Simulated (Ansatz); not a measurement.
In doubt: one-shot GW on d or f shells is unsure, so the values of those runs are not to be relied on.

TaAgO3 (R3c), computed twice by G0W0.

Symmetry: R3c, No. 161, trigonal system. The conventional cell has a = 5.528 Å, b = 5.528 Å, c = 13.716 Å, α = 90.00°, β = 90.00°, γ = 120.00°. Ta has 6 O at 1.96 to 2.03 Å nearest. Nearest to Ag lie 6 O at 2.40 to 2.78 Å. Nearest to O lie 2 Ta at 1.96 to 2.03 Å and 2 Ag at 2.40 to 2.78 Å. Farther neighbours and most contacts between anions are not listed.

```
Ta Ag O
1.0
     2.76405    1.59583    4.57197
    -2.76405    1.59583    4.57197
     0.00000   -3.19165    4.57197
Ta Ag O
2 2 6
Direct
  0.99736 0.99736 0.99736
  0.49736 0.49736 0.49736
  0.24900 0.24900 0.24900
  0.74900 0.74900 0.74900
  0.81778 0.68563 0.25243
  0.25243 0.81778 0.68563
  0.68563 0.25243 0.81778
  0.75243 0.18563 0.31778
  0.18563 0.31778 0.75243
  0.31778 0.75243 0.18563
```

Geometry: measured cell, ions relaxed with LDA. The runs that relaxed it are not among those shown. Spin-orbit coupling is left out unless a run names it.

The first (Ansatz 0.2.0; start LDA, 4×4×4 mesh, 316 empty bands, screening to 110 eV, hard PAW files; 1 × NVIDIA H100 80GB HBM3 (shared by 3 runs) with 4 threads of AMD EPYC 7R13 (Zen 3), shared host) gave, on its mesh: starting gap 1.87 eV, G0W0 gap 3.33 eV, RPA ε∞ (mean) 6.93, 51 s.

The second gave: starting gap 1.87 eV, G0W0 gap 3.41 eV, RPA ε∞ (mean) 6.90, 2 min.

**Question.** What was changed in the input? Choose among start, files, mesh, bands and cutoff, frequency model or another key.

Changed: empty bands from 316 to 719 and screening cutoff (eV) from 110.0 to 190.0. The starting gap stayed, which rules out the functional and points to the GW step. Other changes could give like numbers; this is the one that was made.

Limits: not at the basis limit; d shell near the gap, gap tends to lie low; no spin-orbit coupling.

[Paths, hosts, dates, memory and timing lines, banners, echoed tables and standing remarks are left out of the program output.]

[Logs are printed without paths, hosts, clocks, repeated set-up lines and the standing remarks that a program may print on its own settings, such as how far it seeks lower states.]

[Runs of the session that timed out or met a known fault of the program may be left out.]

[Cells called generated may have been cut or substituted from an entry of the Crystallography Open Database or the Materials Project.]

[Hosts, paths, dates, database ids (printed as entryN), source tags and the programs' standing remarks are cut or masked in the printed files.]
